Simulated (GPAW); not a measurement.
# Surface energy and work function of Sc(0001) from slabs of 3 to 12 layers (PBE)

How do energy and work function of Sc(0001) films settle with thickness, and what surface energy follows?

Set-up. GPAW 26.7.0, plane waves at 450 eV with PAW setups; symmetric 1×1 slabs cut at the tabulated lattice constant (two decimals; low-temperature values for the alkali metals), atoms at bulk places, 7.5 Å of vacuum on each side, one in-plane mesh for all thicknesses, Fermi-Dirac smearing of 0.1 eV. Energies are extrapolated to zero smearing and count from the program's reference atoms. Functional PBE. The cell's area is 9.488 Å².

The runs, one held back:

```tsv
layers	energy (eV)	work function (eV)
3	−12.4724	3.64
4	−17.1289	3.65
5	−21.7903	3.65
6	−26.4550	3.65
7	−31.1190	3.65
8	−35.7829	3.65
9	−40.4470	3.66
10	−45.1104	3.65
11	−49.7742	3.65
12	?	?
```

To predict: What surface energy do these runs give, and what energy and work function should the 12-layer slab have?

Worked answer. A slab of n layers has E(n) = nε + 2Aγ once its middle is bulk-like. A line through n = 6 to 11 has the slope ε = −4.6638 eV a layer and the intercept 2Aγ = 1.5279 eV (r.m.s. residual 0.2 meV). So γ = 1.5279 / (2 × 9.488 Å²) = 0.0805 eV/Å² = 1.29 J/m², with a standard error of under 0.01 J/m² from the scatter about the line. For 12 layers: 1.5279 + 12 × (−4.6638) = −54.438 eV; the run gives −54.438 eV, 0.4 meV over the line. The work function has no such law: from 6 to 11 layers it moves between 3.65 and 3.66 eV (mean 3.65), and the 12-layer slab gives 3.65 eV. The thinnest slab, 3 layers, lies −0.01 eV from that mean.

**Limits.** The surfaces are unrelaxed, so γ is an upper bound for this functional and lattice constant. The tabulated lattice constant isn't the functional's own, which strains the slab a little.

[Logs are printed without paths, hosts, clocks, repeated set-up lines and the standing remarks that a program may print on its own settings, such as how far it seeks lower states.]
